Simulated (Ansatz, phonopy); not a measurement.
# Grüneisen parameters and expansion of BeGe (hypothetical, P4/mmm), part 5 of 5

Which modes of BeGe (hypothetical) drive its thermal expansion? The crystal structure is hypothetical: it was made by swapping elements on a known structure type.

Ansatz 0.2.0; DFT PBEsol, scalar-relativistic, plane waves, PAW.

So far. Step 10 (Lattice dynamics at this volume, V/V0 0.985): The lowest solved frequency is -162 cm⁻¹, so the cell is unstable here and gives no valid free energy. The highest zone-centre mode (no LO–TO term) moved by +3.5 % for a volume change of -1.5 %. Step 12 (Phonons, V/V0 1.03): The lowest solved frequency is -170 cm⁻¹, so the cell is unstable here and gives no valid free energy. The highest zone-centre mode (no LO–TO term) moved by -6.9 % for a volume change of +3.0 %.

### 14. Lattice dynamics at this volume, V/V0 0.97

Phonons at this volume give one point of F(V, T); meshes stay fixed along the series.

input.yaml reads:

```yaml
crystal:
  lattice:
    - [2.735406185, 0.0, 0.0]
    - [0.0, 2.735406185, 0.0]
    - [0.0, 0.0, 3.4480827137]
  atoms:
    - { symbol: Be, position: [0.0, 0.0, 0.0] }
    - { symbol: Ge, position: [0.5, 0.5, 0.5] }
kpoints:
  mp_grid: { grid: [16, 16, 12] }
hamiltonian:
  xc: pbesol
scf:
  occupations: { method: methfessel_paxton, width: 0.2 }
output:
  eigenvalues: true
phonons:
  method: dfpt
  qmesh: [4, 4, 4]
  temperatures: { t_max: 1000, t_step: 50 }
  qpath:
    path:
      - [[0.0, 0.0, 0.0], [0.0, 0.5, 0.0], [0.5, 0.5, 0.0], [0.0, 0.0, 0.0], [0.0, 0.0, 0.5], [0.0, 0.5, 0.5], [0.5, 0.5, 0.5], [0.0, 0.0, 0.5]]
      - [[0.0, 0.5, 0.0], [0.0, 0.5, 0.5]]
      - [[0.5, 0.5, 0.0], [0.5, 0.5, 0.5]]
    npoints: 10
```

Command:

```
ansatz run input.yaml --threads 4 --pin off --max-ram 8192MiB --backend cpu --events-out ev --progress --plain --runs-dir out
```

Numbers of over 12 decimals in the logs are rounded to 6 here.

The log of the run:

```text
[...]
Crystal: 2 atoms, lattice volume = 25.800 Å³
Basis set: ecut = 420 eV, 535 PW (Γ), exchange–correlation on 40×40×48 points (8 copies of the dense FFT grid, shifted against one another)
Bands: 12, of which v1, the nominal top of the filled ones, is band 8 counted from 1 (7 counted from 0)
Symmetry: 16 space group operations
k-points: 315 of 3072
[...]
k-point 314: bands = [... 4 lower, -13.5017, 7.7670, 8.8329, 8.8329, 10.7407, 10.7407, 10.9500, 11.3344, ... 4 higher]
[...]
ASR residual: 5.774e-5 → 0.000e0 eV/Å²; symmetrization residual: 4.008e-8 eV/Å²
  ASR residual per site (eV/Å²): 5.77e-5 3.15e-5
  Γ frequencies (cm⁻¹): 0.00 0.00 0.00 102.48 102.48 332.17
--- Phonons (arbitrary-q DFPT): 18 irreducible q on the 4×4×4 mesh ---
[...]
interpolated dispersion: 93 rows × 6 modes
[...]
[key lines of the parts left out:]
SCF converged after 9 iterations
Free energy (F): -4342.904523 eV
Fermi energy:    11.056662 eV
```

It took 9.1 min on 4 threads of Arm Neoverse V1, shared host; peak memory 3 GiB; 35 min of CPU time.

No LO-TO term. The phonon branches at the labelled points (cm⁻¹):

| point | branch 1 | branch 2 | branch 3 | branch 4 | branch 5 | branch 6 |
| --- | --- | --- | --- | --- | --- | --- |
| Γ | 0 | 0 | 0 | 102 | 102 | 332 |
| halfway | -24 | 18 | 122 | 144 | 170 | 335 |
| X | 64 | 107 | 142 | 190 | 202 | 323 |
| halfway | -99 | -74 | 73 | 196 | 211 | 272 |
| M | -160 | -160 | 74 | 217 | 217 | 246 |
| halfway | -150 | -39 | 141 | 146 | 202 | 300 |
| Γ | 0 | 0 | 0 | 102 | 102 | 332 |
| halfway | -25 | -25 | 81 | 81 | 117 | 354 |
| Z | -86 | -86 | -70 | -70 | 140 | 298 |
| halfway | -56 | 72 | 75 | 129 | 198 | 318 |
| R | -127 | -62 | -52 | 152 | 241 | 280 |
| halfway | -108 | 144 | 163 | 171 | 226 | 337 |
| A | 92 | 92 | 94 | 162 | 162 | 347 |
| halfway | 40 | 118 | 119 | 126 | 213 | 310 |
| Z | -86 | -86 | -70 | -70 | 140 | 298 |
| jump to X | 64 | 107 | 142 | 190 | 202 | 323 |
| halfway | -89 | 48 | 173 | 174 | 234 | 324 |
| R | -127 | -62 | -52 | 152 | 241 | 280 |
| jump to M | -160 | -160 | 74 | 217 | 217 | 246 |
| halfway | -97 | -97 | 80 | 217 | 217 | 295 |
| A | 92 | 92 | 94 | 162 | 162 | 347 |

The phonon branches as a text plot (rows in cm⁻¹):

```
    344 | ***               * ***          *******              *
    322 |*   ****         ** *   *  ***           * *   **     *
    300 |                *        **   *  *        * ***  *   *
    278 |        *      *               **                 *
    257 |         ******                                    **
    235 |                              *****              **
    213 |      **********             *     *    **      *  ***
    191 |    **  *     * ***         *          *  *    **     *
    169 |   ** *        *                 ********  *    **     *
    148 |  * ****        *        *** **** **  * **  ***   *
    126 | ***             * *   **   *    *  *  ***
    104 |***  ***       *  *****          *   **   *      *     *
     82 |    *   *  **              **        *    **       *****
     61 | *   *** **  **      * *     *             **  **
     39 |*  **              *
     17 |   *    *      *   * *     * *              *
     -5 |*             *     * *               *
    -26 | **     *          *          * *           *    *    *
    -48 |                ***    *    ****         *   *    *
    -70 |                        ****   *    *  **    ** *
    -92 |                  *      *         *          *      *
   -114 |         *   *                *  **              *
   -135 |         **      *             **                 * *
   -157 |          *******                                  *
         Γ     X     M       Γ    Z     R     A       Z|X  R|M  A
```

The lowest solved frequency is -160 cm⁻¹, so the cell is unstable here and gives no valid free energy. The highest zone-centre mode (no LO–TO term) moved by +6.9 % for a volume change of -3.0 %.

### 15. A cell at another volume, V/V0 1.05

The volume is fixed at the new value while shape and atoms relax, so that only the volume differs between members of the series.

The cell differs from the one that the last finished run ended in (a 2.735 → 2.808 Å, b 2.735 → 2.808 Å, c 3.448 → 3.541 Å).

input.yaml, the sections that differ from step 14:

```yaml
crystal:
  lattice:
    - [2.8083904897, 0.0, 0.0]
    - [0.0, 2.8083904897, 0.0]
    - [0.0, 0.0, 3.5409834902]
  atoms:
    - { symbol: Be, position: [0.0, 0.0, 0.0] }
    - { symbol: Ge, position: [0.5, 0.5, 0.5] }
output:
  forces: true
  stress: true
  eigenvalues: true
relax:
  adjacent_minimum: "off"
  f_tol: 0.001
  max_steps: 60
  cell: { stress_tol: 0.01, fix: [volume] }
# kpoints, hamiltonian, scf: as in step 14
# phonons: removed
```

The log of the run:

```text
[...]
Crystal: 2 atoms, lattice volume = 27.928 Å³
Basis set: ecut = 420 eV, 543 PW (Γ), exchange–correlation on 40×40×48 points (8 copies of the dense FFT grid, shifted against one another)
Bands: 12, of which v1, the nominal top of the filled ones, is band 8 counted from 1 (7 counted from 0)
Symmetry: 16 space group operations
[...]
k-points: 315 of 3072
[...]
k-point 314: bands = [... 4 lower, -14.5543, 6.2705, 7.9350, 7.9350, 9.8094, 9.8094, 9.9483, 10.4188, ... 4 higher]
--- Relaxed structure (3 steps of the walk, 3 accepted, 1 SCFs on fresh bases) ---
[...]
cell:  # Å, volume = 27.9279 Å³
    - [2.808025, 0.0, 0.0]
    - [0.0, 2.808025, 0.0]
    - [0.0, 0.0, 3.541904]
  atoms:
    - { symbol: Be, position: [0, 0, 0.0] }
    - { symbol: Ge, position: [0.5, 0.5, 0.500000] }
[key lines of the parts left out:]
SCF converged after 5 iterations
Free energy (F): -4342.894219 eV
Fermi energy:    9.964014 eV
P = ⅓ Tr σ = -4.0225 GPa (-40.225 kbar)
```

The job ended after 7.2 s (4 threads; peak memory 0.56 GiB).

### 16. Phonons, V/V0 1.05

Phonons at this volume give one point of F(V, T); meshes stay fixed along the series.

input.yaml reads:

```yaml
crystal:
  lattice:
    - [2.808025409, 0.0, 0.0]
    - [0.0, 2.808025409, 0.0]
    - [0.0, 0.0, 3.5419043001]
  atoms:
    - { symbol: Be, position: [0.0, 0.0, 0.0] }
    - { symbol: Ge, position: [0.5, 0.5, 0.5] }
kpoints:
  mp_grid: { grid: [16, 16, 12] }
hamiltonian:
  xc: pbesol
scf:
  occupations: { method: methfessel_paxton, width: 0.2 }
output:
  eigenvalues: true
phonons:
  method: dfpt
  qmesh: [4, 4, 4]
  temperatures: { t_max: 1000, t_step: 50 }
  qpath:
    path:
      - [[0.0, 0.0, 0.0], [0.0, 0.5, 0.0], [0.5, 0.5, 0.0], [0.0, 0.0, 0.0], [0.0, 0.0, 0.5], [0.0, 0.5, 0.5], [0.5, 0.5, 0.5], [0.0, 0.0, 0.5]]
      - [[0.0, 0.5, 0.0], [0.0, 0.5, 0.5]]
      - [[0.5, 0.5, 0.0], [0.5, 0.5, 0.5]]
    npoints: 10
```

The log of the run:

```text
[...]
Crystal: 2 atoms, lattice volume = 27.928 Å³
Basis set: ecut = 420 eV, 543 PW (Γ), exchange–correlation on 40×40×48 points (8 copies of the dense FFT grid, shifted against one another)
Bands: 12, of which v1, the nominal top of the filled ones, is band 8 counted from 1 (7 counted from 0)
Symmetry: 16 space group operations
k-points: 315 of 3072
[...]
k-point 314: bands = [... 4 lower, -14.5543, 6.2705, 7.9350, 7.9350, 9.8094, 9.8094, 9.9483, 10.4188, ... 4 higher]
[...]
ASR residual: 8.932e-5 → 0.000e0 eV/Å²; symmetrization residual: 1.526e-6 eV/Å²
  ASR residual per site (eV/Å²): 8.93e-5 3.65e-5
  Γ frequencies (cm⁻¹): -47.51 -47.51 0.00 0.00 0.00 275.01
--- Phonons (arbitrary-q DFPT): 18 irreducible q on the 4×4×4 mesh ---
[...]
interpolated dispersion: 93 rows × 6 modes
[...]
[key lines of the parts left out:]
SCF converged after 9 iterations
Free energy (F): -4342.894219 eV
Fermi energy:    9.964014 eV
```

Run time: 9.3 min. Hardware: 4 threads; peak memory 3.1 GiB.

The lowest solved frequency is -173 cm⁻¹, so the cell is unstable here and gives no valid free energy. The highest zone-centre mode (no LO–TO term) moved by -11.5 % for a volume change of +5.0 %.

### 17. Mode Grüneisen parameters

This step: DFT PBEsol, scalar-relativistic, plane waves, PAW (phonopy 4.10.0).

Volume series, by row:

| V/V0 | V (Å³/atom) | pressure (GPa) | E - E0 (meV/atom) | gap (eV) | zero-point energy (meV/atom) | lowest on the path (cm⁻¹) | highest at Gamma without the LO-TO term (cm⁻¹) |
| --- | --- | --- | --- | --- | --- | --- | --- |
| 0.97 | 12.9 | 2.929 | 3.585 | 0 | - | -168 | 332.2 |
| 0.985 | 13.1 | 1.41 | 0.877 | 0 | - | -170.5 | 321.4 |
| 1 | 13.3 | -0.004 | 0 | 0 | - | -173 | 310.6 |
| 1.015 | 13.5 | -1.317 | 0.825 | 0 | - | -175.4 | 299.9 |
| 1.03 | 13.7 | -2.535 | 3.232 | 0 | - | -177.9 | 289.2 |
| 1.05 | 13.96 | -4.023 | 8.711 | 0 | - | -181.2 | 275 |

### 18. What came out

```json
{
 "lowest frequency over the volumes": "-181 cm⁻¹"
}
```

In words: Imaginary modes appear at V/V0 = 0.97, 0.985, 1, 1.015, 1.03 and 1.05, so too few stable volumes remain for a free-energy fit. Mode Grüneisen parameters diverge near a vanishing branch and are not given. The softest solved mode at V/V0 = 1.05 is 173i cm⁻¹ at q = (-0.5, -0.5, 0), and 17 of 18 solved wavevectors carry a mode beyond 8i cm⁻¹. In a metal soft modes also hang on the k-mesh and the smearing, which were not converged here. The PAW files were made for PBE and are used here under another functional, for which the program regenerates the frozen cores.

[Logs are printed without paths, hosts, clocks, repeated set-up lines and the standing remarks that a program may print on its own settings, such as how far it seeks lower states.]

[Hosts, paths, dates, database ids (printed as entryN), source tags and the programs' standing remarks are cut or masked in the printed files.]

[A step with changed settings may run another functional than the one named; its input shows which.]


